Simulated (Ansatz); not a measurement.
**Heat carried by phonons in NaCl (Fm-3m)**

How well does the lattice of NaCl conduct heat?

Experimental results on record:
- thermal conductivity 7.1 W/m/K near room temperature (given in “Combining the AFLOW GIBBS and Elastic Libraries to efficiently and robustly screen thermo-mechanical properties of solids”, 2017, arXiv:1611.05714)
- thermal conductivity 7.1 W/m/K near room temperature (given in “Predicting the lattice thermal conductivity of solids by solving the Boltzmann transport equation: AFLOW - AAPL an automated, accurate and efficient framework”, 2017, arXiv:1611.05481)

Method: DFT r2SCAN, scalar-relativistic, plane waves, PAW, in Ansatz 0.2.0.

The database entry behind the starting cell differs from later determinations by our own check (an axis about 0.4 % short against later determinations), so it need not match the best structure at ambient conditions.

**1. Starting point**

It takes space group Fm-3m (No. 225, cubic). The conventional cell has a = 5.620 Å, b = 5.620 Å, c = 5.620 Å, α = 90.00°, β = 90.00°, γ = 90.00°. Na has 6 Cl at 2.81 Å nearest. Cl has 6 Na at 2.81 Å nearest. Farther neighbours and most contacts between anions are not listed.

**2. Probe on a coarse mesh**

A cheap single point shows whether the cell is a metal or an insulator and how far it is from rest; that sets the k-mesh and the occupations of what follows.

input.yaml

```yaml
crystal:
  lattice:
    - [0.0, 2.81, 2.81]
    - [2.81, 0.0, 2.81]
    - [2.81, 2.81, 0.0]
  atoms:
    - { symbol: Na, position: [0.0, 0.0, 0.0] }
    - { symbol: Cl, position: [0.5, 0.5, 0.5] }
kpoints:
  mp_grid: { grid: [6, 6, 6] }
hamiltonian:
  xc: r2scan
scf:
  occupations: { method: gaussian, width: 0.1 }
output:
  forces: true
  stress: true
  eigenvalues: true
```

On the command line:

```bash
$ ansatz run input.yaml --threads 16 --pin off --max-ram 30720MiB --backend cpu --events-out ev --progress --plain --runs-dir out
```

Numbers of over 12 decimals in the logs are rounded to 6 here.

Output:

```text
Engine: ansatz 0.2.0, aarch64-unknown-linux-gnu
Pseudopotentials: kind: paw
Pseudopotential: Na, paw, valence charge 9, recommended cutoff 500 eV (meta_gga), Na.paw.azcp
Pseudopotential: Cl, paw, valence charge 7, recommended cutoff 500 eV (meta_gga), Cl.paw.azcp
Functional definition: r2SCAN
  parameter k0 = 0.174
  parameter k1 = 0.065
  parameter a1 = 4.9479
  exchange = r2scan_x(k0 = k0, k1 = k1, a1 = a1)
  correlation = r2scan_c
Crystal: 2 atoms, lattice volume = 44.376 Å³
Basis set: ecut = 500 eV, 1139 PW (Γ), exchange–correlation on 120×120×120 points (64 copies of the dense FFT grid, shifted against one another)
Bands: 12, of which v1, the nominal top of the filled ones, is band 8 counted from 1 (7 counted from 0)
Symmetry: 48 space group operations
Space group: Fm-3m (ITA 225), of the structure as read, at distance tolerance 3.5e-5 Å
k-points: 16 of 216
Non-local potential: Na, projectors of the file, l = 0: 3, l = 1: 2, l = 2: 1
Non-local potential: Cl, projectors of the file, l = 0: 2, l = 1: 2, l = 2: 2
PAW form: soft (Blöchl's): semilocal exchange-correlation on the pseudo side does not see the compensation charge
PAW frozen core: Na, regenerated for the run's functional (the file was generated under x = pbe(κ = 0.804, μ = 0.219515), c = pbe(β = 0.066725))
PAW frozen core: Cl, regenerated for the run's functional (the file was generated under x = pbe(κ = 0.804, μ = 0.219515), c = pbe(β = 0.066725))
PAW one-centre angular grid: Na, 302 points (default); XC on 339 of its mesh's 2595 points in the sphere
PAW one-centre angular grid: Cl, 302 points (default); XC on 160 Gauss nodes
Initial density: superposition of atomic densities (neutral atoms: chi_scale 0, normalization atom), corrected by the library's trained network
Initial wavefunctions: pseudopotential atomic-orbital guess
Functional: x = r2scan, c = r2scan; τ floored in thin density (d = 2e-4 eV/Å³)
SCF iter   1: F=—  HF=-2576.318048 eV  |F-HF|=—  |Δ(HF+E_count)|=         —  Δρ=7.20e-3  dr2=1.02e-2  dr2_τ=1.87e-3  ethr=1.77e-3  ⟨swp⟩=5.3  Hψ=1117  notcnv=0
preconditioner: auto → none  [insulator: Δε(μ)=5.923 eV  Ē_g=14.590 eV  σ=0.100 eV  W_gap=1.00  n_scr=14 (ndim 8)  ℏωp=15.8 eV  f_vac=0.027  D(μ)=0.00/eV (n_scr^D=0)  ε∞_Penn≈2.2]
SCF iter   2: F=—  HF=-2576.327268 eV  |F-HF|=—  |Δ(HF+E_count)|=   9.22e-3  Δρ=1.97e-3  dr2=8.99e-4  dr2_τ=2.14e-4  ethr=6.38e-5  ⟨swp⟩=2.0  Hψ=512  notcnv=0
SCF iter   3: F=—  HF=-2576.327376 eV  |F-HF|=—  |Δ(HF+E_count)|=   1.09e-4  Δρ=6.32e-4  dr2=1.06e-4  dr2_τ=1.97e-5  ethr=5.62e-6  ⟨swp⟩=2.4  Hψ=272  notcnv=0
SCF iter   4: F=—  HF=-2576.327386 eV  |F-HF|=—  |Δ(HF+E_count)|=   1.00e-5  Δρ=2.74e-4  dr2=1.24e-5  dr2_τ=1.66e-6  ethr=6.61e-7  ⟨swp⟩=2.1  Hψ=252  notcnv=0
SCF iter   5: F=—  HF=-2576.327393 eV  |F-HF|=—  |Δ(HF+E_count)|=   6.91e-6  Δρ=1.30e-5  dr2=4.23e-8  dr2_τ=8.80e-9  ethr=7.74e-8  ⟨swp⟩=2.8  Hψ=320  notcnv=0
SCF iter   6: F=-2576.327393 eV  HF=-2576.327393 eV  |F-HF|=1.51e-9  |Δ(HF+E_count)|=   1.45e-8  Δρ=2.34e-6  dr2=2.92e-9  dr2_τ=1.72e-10  ethr=2.65e-10  ⟨swp⟩=2.0  Hψ=636  notcnv=0
SCF 1 converged in 6 iterations: F = -2576.327393 eV  dr2 = 2.92e-9
  greatest PAW one-centre occupation: 1.000 electrons in one spin orbital (limit 2), on the Na atom at site 0 (counted from 0), in its partial waves of l = 0
SCF converged after 6 iterations
Free energy (F): -2576.327393 eV
Harris-Foulkes:  -2576.327393 eV  (|F-HF|=1.51e-9)
Internal energy: -2576.327393 eV  (E = F + TS)
E sigma→0 (E₀):  -2576.327393 eV
Fermi energy:    3.731079 eV
--- Per-component energies (eV) ---
  E_band       = -249.075849
  E_kinetic    = 282.744195
  E_local      = -1526.392730  (includes V_loc(G=0)·N_el)
  E_nonlocal   = 144.200617
  E_hartree    = 538.880500
  E_xc         = -141.753445
  E_vxc        = -191.260675  (∫ρ·V_xc dr)
  E_paw        = -934.358711  (= ΣΔE_a)
  E_vpaw       = -48.291382  (= ΣTr[D̂ρ^β])
  E_aug_tail   = 0.000012  (compensation charges beyond the density's cutoff)
  E_vtau       = 12.163739  (kinetic-family band-sum trace: ∫τ·v_τ [+ j·A + Jᵃ·Aᵃ] dr)
  E_ewald      = -939.485157
  E_core_change = -0.162674  (= ΣΔE_core)
  E_smearing   = -0.000000  (= −TS)
  E_closure    = 0.000000  (closes the sum)
  Σ components = -2576.327393   (vs F -2576.327393, Δ=0.00e0)
--- Forces (eV/Å), atoms counted from 1 ---
  atom   1  Na    -0.00000000     0.00000000    -0.00000000
  atom   2  Cl     0.00000000     0.00000000    -0.00000000
  max |Σ_I F_I| component: 3.37e-30 eV/Å
--- Stress (GPa, compression-positive) ---
       -0.174277       0.000000      -0.000000
        0.000000      -0.174277       0.000000
       -0.000000       0.000000      -0.174277
  P = ⅓ Tr σ = -0.1743 GPa (-1.743 kbar)
--- Band table (eV; the first three rows and the last of 16) ---
  k-point 0: bands = [... 4 lower, -12.4807, 0.7589, 0.7589, 0.7589, 6.7014, 12.4916, 12.4916, 12.4916]
  k-point 1: bands = [... 4 lower, -12.3964, 0.1606, 0.6864, 0.6864, 7.5146, 11.7256, 12.7967, 12.7967]
  k-point 2: bands = [... 4 lower, -12.2206, -0.7921, 0.5478, 0.5478, 8.5624, 11.6843, 12.6657, 12.6657]
  k-point 15: bands = [... 4 lower, -12.0645, -0.7227, -0.1823, 0.0280, 10.0369, 10.2535, 12.0658, 13.7530]
```

Run time: 0.7 s. Hardware: 16 threads of Arm Neoverse N1, shared host; peak memory 0.43 GiB.

Numbers from this step:

| Item | Value |
| --- | --- |
| pressure | -0.1743 GPa |
| gap on the k-mesh | 5.942 eV |
| volume per atom | 22.19 Å³ |

The start is under -0.17 GPa at this level and looks like an insulator or semiconductor on this mesh.

**3. Relaxation**

Phonons are second derivatives about a minimum, so cell and atoms are relaxed first, inside the symmetry of the start.

input.yaml, the sections that differ from step 2:

```yaml
kpoints:
  mp_grid: { grid: [8, 8, 8] }
scf:
  occupations: { method: gaussian, width: 0.02 }
relax:
  adjacent_minimum: "off"
  f_tol: 0.005
  max_steps: 80
  cell: { stress_tol: 0.05 }
# crystal, hamiltonian, output: as in step 2
```

Output:

```text
[...]
Crystal: 2 atoms, lattice volume = 44.376 Å³
Basis set: ecut = 500 eV, 1139 PW (Γ), exchange–correlation on 120×120×120 points (64 copies of the dense FFT grid, shifted against one another)
Bands: 12, of which v1, the nominal top of the filled ones, is band 8 counted from 1 (7 counted from 0)
[... 1 set-up line as in the run before ...]
[...]
k-points: 29 of 512
[...]
SCF iter   1: F=—  HF=-2576.318016 eV  |F-HF|=—  |Δ(HF+E_count)|=         —  Δρ=7.21e-3  dr2=1.02e-2  dr2_τ=1.88e-3  ethr=1.77e-3  ⟨swp⟩=5.7  Hψ=2103  notcnv=0
[...]
SCF iter   6: F=-2576.327398 eV  HF=-2576.327398 eV  |F-HF|=1.38e-9  |Δ(HF+E_count)|=   1.46e-8  Δρ=2.50e-6  dr2=2.98e-9  dr2_τ=2.18e-10  ethr=2.48e-10  ⟨swp⟩=2.0  Hψ=1159  notcnv=0
SCF 1 converged in 6 iterations: F = -2576.327398 eV  dr2 = 2.98e-9
[...]
relax step   1: F+E_penalty+E_count = -2576.32739752 eV  Δ(F+E_penalty+E_count) = +0.000e0 eV  max|allowed force component| = 6.294e-30 eV/Å  Δτ_max = 0.0000 Å  P = -0.175 GPa  Ω = 44.376 Å³  (6 SCF iters, dr2 threshold 1.00e-7 eV, accepted)
Crystal: 2 atoms, lattice volume = 44.175 Å³
[...]
iter 1 solved again at ethr=8.90e-8 eV; its pass at ethr=3.10e-3 eV (dr2=1.42e-5 eV) is discarded
[...]
SCF iter   5: F=-2576.327561 eV  HF=-2576.327561 eV  |F-HF|=3.15e-8  |Δ(HF+E_count)|=   7.60e-8  Δρ=1.04e-5  dr2=4.47e-8  dr2_τ=2.78e-9  ethr=4.76e-10  ⟨swp⟩=2.6  Hψ=1172  notcnv=0
SCF 2 converged in 5 iterations: F = -2576.327561 eV  dr2 = 4.47e-8
relax step   2: F+E_penalty+E_count = -2576.32756080 eV  Δ(F+E_penalty+E_count) = -1.633e-4 eV  max|allowed force component| = 5.962e-30 eV/Å  Δτ_max = 0.0000 Å  P = -0.051 GPa  Ω = 44.175 Å³  energy of the carried Pulay correction = +2.081e-5 eV  (5 SCF iters, dr2 threshold 7.62e-8 eV, accepted)
Crystal: 2 atoms, lattice volume = 44.092 Å³
[...]
SCF iter   5: F=-2576.327583 eV  HF=-2576.327583 eV  |F-HF|=2.60e-9  |Δ(HF+E_count)|=  5.21e-10  Δρ=2.99e-6  dr2=2.83e-9  dr2_τ=1.60e-10  ethr=4.13e-11  ⟨swp⟩=2.4  Hψ=1212  notcnv=0
SCF 3 converged in 5 iterations: F = -2576.327583 eV  dr2 = 2.83e-9
relax step   3: F+E_penalty+E_count = -2576.32758305 eV  Δ(F+E_penalty+E_count) = -2.225e-5 eV  max|allowed force component| = 9.779e-31 eV/Å  Δτ_max = 0.0000 Å  P = +0.000 GPa  Ω = 44.092 Å³  energy of the carried Pulay correction = +2.947e-5 eV  (5 SCF iters, dr2 threshold 6.61e-9 eV, accepted)
[...]
SCF iter   1: F=—  HF=-2576.327553 eV  |F-HF|=—  |Δ(HF+E_count)|=         —  Δρ=7.16e-6  dr2=1.12e-8  dr2_τ=1.56e-8  ethr=3.99e-6  ⟨swp⟩=2.3  Hψ=2898  notcnv=0
eigensolver tolerance schedule: the retry pair's looser diagonalisation over-reported the residual by 56729.97 of it (diagonalisation noise at an unbounded share of the residual, at the tolerance the schedule requests for it); recorded, not acted on — ethr = c·dr2/N_el stays at c = 1.0e-1
[...]
SCF iter   2: F=—  HF=-2576.327554 eV  |F-HF|=—  |Δ(HF+E_count)|=   5.18e-7  Δρ=8.06e-6  dr2=2.10e-8  dr2_τ=4.11e-9  ethr=7.03e-11  ⟨swp⟩=3.0  Hψ=792  notcnv=0
[...]
SCF iter   6: F=-2576.327554 eV  HF=-2576.327554 eV  |F-HF|=1.73e-11  |Δ(HF+E_count)|=  2.50e-11  Δρ=2.11e-7  dr2=1.92e-11  dr2_τ=1.44e-12  ethr=1.00e-12  ⟨swp⟩=4.0  Hψ=1391  notcnv=0
SCF 4 converged in 6 iterations: F = -2576.327554 eV  dr2 = 1.92e-11
relax step   4: F+E_penalty+E_count = -2576.32755399 eV  Δ(F+E_penalty+E_count) = +2.906e-5 eV  max|allowed force component| = 1.923e-30 eV/Å  Δτ_max = 0.0000 Å  P = -0.000 GPa  Ω = 44.092 Å³  stress off target by 4.62e-4 GPa  SCF on the basis re-selected at this cell (its energy is not comparable with the rows above)  (6 SCF iters)
basis re-selected at this cell: Δ(F+E_penalty+E_count) = +2.906e-5 eV, ΔP = -0.000 GPa vs the last step (what re-selecting the basis moved, of the pressure what is left beyond the Pulay correction that the steps carried, after the strain that the cell walked since its last selection, with what the two solves' SCF thresholds leave and, on support functions, any second-order correction that the steps lacked; it is no m [...]
SCF converged after 6 iterations
Free energy (F): -2576.327554 eV
[...]
Internal energy: -2576.327554 eV  (E = F + TS)
E sigma→0 (E₀):  -2576.327554 eV
Fermi energy:    3.793496 eV
[...]
--- Stress (GPa, compression-positive) ---
       -0.000462      -0.000000      -0.000000
       -0.000000      -0.000462      -0.000000
       -0.000000       0.000000      -0.000462
  P = ⅓ Tr σ = -0.0005 GPa (-0.005 kbar)
--- Band table (eV; the first three rows and the last of 29) ---
  k-point 0: bands = [... 4 lower, -12.4461, 0.8087, 0.8087, 0.8087, 6.7782, 12.5467, 12.5467, 12.5467]
  k-point 1: bands = [... 4 lower, -12.3960, 0.4400, 0.7653, 0.7653, 7.2766, 12.0184, 12.7520, 12.7520]
  k-point 2: bands = [... 4 lower, -12.2719, -0.3059, 0.6638, 0.6638, 8.2360, 11.5396, 12.8931, 12.8931]
  k-point 28: bands = [... 4 lower, -12.0178, -0.4302, -0.4302, 0.0330, 10.5735, 11.2113, 11.2113, 13.0971]
--- Relaxed structure (3 steps of the walk, 3 accepted, 1 SCFs on fresh bases) ---
  F+E_penalty+E_count = -2576.32755399 eV   max|allowed force component| = 1.923e-30 eV/Å   (the final SCF, on the basis selected at the relaxed cell)
  cell:  # Å, volume = 44.0915 Å³
    - [0, 2.803981, 2.803981]
    - [2.803981, 0, 2.803981]
    - [2.803981, 2.803981, 0]
  atoms:
    - { symbol: Na, position: [0, 0, 0] }
    - { symbol: Cl, position: [0.5, 0.5, 0.5] }
```

Run time: 2.6 s. Hardware: 16 threads; peak memory 0.48 GiB.

Relaxation path:

```csv
step,energy less that of the first step (eV),largest force component (eV/Å),pressure (GPa),volume (Å³)
1,0.0000,0.0000,-0.17,44.38
2,-0.0002,0.0000,-0.05,44.17
3,-0.0002,0.0000,0.00,44.09
4*,-0.0002,0.0000,0.00,44.09
```

Relaxation steps marked * repeat the geometry before them on a plane-wave basis chosen anew for their cell, so energy and pressure can jump there.

The run keeps the 48 symmetry operations that it works with, so distortions that break them were not tested.

```csv
"conventional cell, symmetrised",before,after,change
a (Å),5.620,5.608,-0.2 %
b (Å),5.620,5.608,-0.2 %
c (Å),5.620,5.608,-0.2 %
volume (Å³/atom),22.19,22.05,-0.6 %
```

Final coordinates:

```
Na Cl
1.0
     0.00000    2.80398    2.80398
     2.80398    0.00000    2.80398
     2.80398    2.80398    0.00000
Na Cl
1 1
Cartesian
  0.0000 0.0000 0.0000
  2.8040 2.8040 2.8040
```

Numbers from this step:

```yaml
pressure: -4.62e-4 GPa
gap_on_the_k_mesh: 5.970 eV
volume_per_atom: 22.05 Å³
```

The cell shrank by 0.6 % in volume.

**4. Tight relaxation**

The thresholds are tightened for a last relaxation ahead of the phonons, and where mesh or smearing change with them the cell follows.

input.yaml

```yaml
crystal:
  lattice:
    - [0.0, 2.8039806026, 2.8039806026]
    - [2.8039806026, 0.0, 2.8039806026]
    - [2.8039806026, 2.8039806026, 0.0]
  atoms:
    - { symbol: Na, position: [0.0, 0.0, 0.0] }
    - { symbol: Cl, position: [0.5, 0.5, 0.5] }
kpoints:
  mp_grid: { grid: [9, 9, 9] }
hamiltonian:
  xc: r2scan
scf:
  occupations: { method: fixed }
output:
  forces: true
  stress: true
  eigenvalues: true
relax:
  adjacent_minimum: "off"
  f_tol: 0.001
  max_steps: 60
  cell: { stress_tol: 0.01 }
```

Output:

```text
[...]
Crystal: 2 atoms, lattice volume = 44.092 Å³
Basis set: ecut = 500 eV, 1139 PW (Γ), exchange–correlation on 120×120×120 points (64 copies of the dense FFT grid, shifted against one another)
Bands: 12, of which v1, the nominal top of the filled ones, is band 8 counted from 1 (7 counted from 0)
[... 1 set-up line as in the run before ...]
[...]
k-points: 35 of 729
[...]
k-point 34: bands = [... 4 lower, -12.0238, -0.5672, -0.3117, 0.1021, 10.5820, 10.9157, 11.3119, 13.4058]
--- Relaxed structure (1 steps of the walk, 1 accepted, 1 SCFs on fresh bases) ---
[...]
cell:  # Å, volume = 44.0915 Å³
    - [0.0, 2.8039806026, 2.8039806026]
    - [2.8039806026, 0.0, 2.8039806026]
    - [2.8039806026, 2.8039806026, 0.0]
  atoms:
    - { symbol: Na, position: [0.0, 0.0, 0.0] }
    - { symbol: Cl, position: [0.5, 0.5, 0.5] }
[key lines of the parts left out:]
SCF converged after 8 iterations
Free energy (F): -2576.327560 eV
Fermi energy:    0.808681 eV
P = ⅓ Tr σ = -0.0004 GPa (-0.004 kbar)
```

Elapsed: 1.6 s, on 16 threads; peak memory 0.49 GiB.

Little changed from the start: no atom moved by 0.005 Å and no cell edge by 0.1 %.

This step gave:

* pressure: -4.23e-4 GPa

The residual pressure is -4.2e-4 GPa, small enough for phonons.

**5. Third-order constants and the Boltzmann equation, dipole term asked yes**

Pairs of atoms inside the cutoff are displaced in a supercell, the forces give the cubic constants, and these give the three-phonon rates of the Boltzmann equation.

input.yaml, the sections that differ from step 4:

```yaml
kpoints:
  mp_grid: { grid: [6, 6, 6] }
output:
  eigenvalues: true
phonons:
  method: fd
  dielectric: true
  qmesh: [6, 6, 6]
  temperatures: { t_max: 1000, t_step: 50 }
  qpath:
    path:
      - [[0.0, 0.0, 0.0], [0.5, 0.0, 0.5], [0.625, 0.25, 0.625]]
      - [[0.375, 0.375, 0.75], [0.0, 0.0, 0.0], [0.5, 0.5, 0.5], [0.5, 0.25, 0.75], [0.5, 0.0, 0.5]]
    npoints: 10
  third_order: { supercell: [3, 3, 3], pair_cutoff: 4.115 }
  lattice_thermal_conductivity:
    qmesh: [19, 19, 19]
    temperatures: [100.0, 150.0, 200.0, 300.0, 400.0, 500.0, 600.0, 800.0]
    isotope_mass_variance:
      - { species: Cl, variance: 0.0005827 }
      - { species: Na, variance: 0.0 }
# crystal, hamiltonian, scf: as in step 4
# relax: removed
```

Output:

```text
Warning: phonons.dielectric: true without phonons.rigid_motions: the static dielectric tensor ε⁰ will be withheld (ε∞, Z* and the rows of modes are given); for a crystal or a slab, whose only rigid motions are the translations, set phonons.rigid_motions: translations
[... 10 set-up lines as in the run before ...]
Error: memory limit exceeded: the `scf loop` phase of `third-order reference` needs 30.98 GiB against the run's memory maximum of 30.00 GiB; largest carriers: ion tables 27.87 GiB, unmodelled-tail allowance 0.69 GiB, eigensolver slots 0.58 GiB, projector tables 0.39 GiB, wavefunctions 0.36 GiB; this run sums exchange and correlation above basis.xc_grid: 1 (its plan line states the level, which a resume's fixed deck k [...]
with nothing else changed it takes a maximum of at least 30.98 GiB, with nothing to spare, and 34.08 GiB leaves up to a tenth: --max-ram 34.08GiB where that set the maximum, else more of the term that did, and with no share typed, where 34.08 GiB is over 0.88 of the host's memory or its container's limit, a share of 0.88 or more that holds the maximum too (--max-ram-frac F), where one does; The budget is ten eleventh [...]
```

Run time: 13 s. Hardware: 16 threads; peak memory 0.24 GiB.

The program refused the input before any cycle.

The program's message: “memory limit exceeded: the `scf loop` phase of `third-order reference` needs 30.98 GiB against the run's memory maximum of 30.00 GiB; largest carriers: ion tables 27.87 GiB, unmodelled-tail allowance …”

**6. Anharmonic force constants and conductivity, dipole term asked no**

Pairs of atoms inside the cutoff are displaced in a supercell, the forces give the cubic constants, and these give the three-phonon rates of the Boltzmann equation.

input.yaml, as its differences from that of step 5:

```diff
@@ -18,3 +18,3 @@
   method: fd
-  dielectric: true
+  dielectric: false
   qmesh: [6, 6, 6]
```

Output:

```text
[... 10 set-up lines as in the run before ...]
Error: memory limit exceeded: the `scf loop` phase of `third-order reference` needs 30.98 GiB against the run's memory maximum of 30.00 GiB; largest carriers: ion tables 27.87 GiB, unmodelled-tail allowance 0.69 GiB, eigensolver slots 0.58 GiB, projector tables 0.39 GiB, wavefunctions 0.36 GiB; this run sums exchange and correlation above basis.xc_grid: 1 (its plan line states the level, which a resume's fixed deck k [...]
with nothing else changed it takes a maximum of at least 30.98 GiB, with nothing to spare, and 34.08 GiB leaves up to a tenth: --max-ram 34.08GiB where that set the maximum, else more of the term that did, and with no share typed, where 34.08 GiB is over 0.88 of the host's memory or its container's limit, a share of 0.88 or more that holds the maximum too (--max-ram-frac F), where one does; The budget is ten eleventh [...]
```

Wall time 13 s (16 threads); peak memory 0.23 GiB.

The input was rejected at the start.

The program's message: “memory limit exceeded: the `scf loop` phase of `third-order reference` needs 30.98 GiB against the run's memory maximum of 30.00 GiB; largest carriers: ion tables 27.87 GiB, unmodelled-tail allowance …”

**7. Results**

```
conductivity : not obtained on sound settings
```

What this shows: No conductivity was obtained: no run with a large enough supercell and cutoff finished.

[Logs are printed without paths, hosts, clocks, repeated set-up lines and the standing remarks that a program may print on its own settings, such as how far it seeks lower states.]

[Hosts, paths, dates, database ids (printed as entryN), source tags and the programs' standing remarks are cut or masked in the printed files.]

[A step with changed settings may run another functional than the one named; its input shows which.]
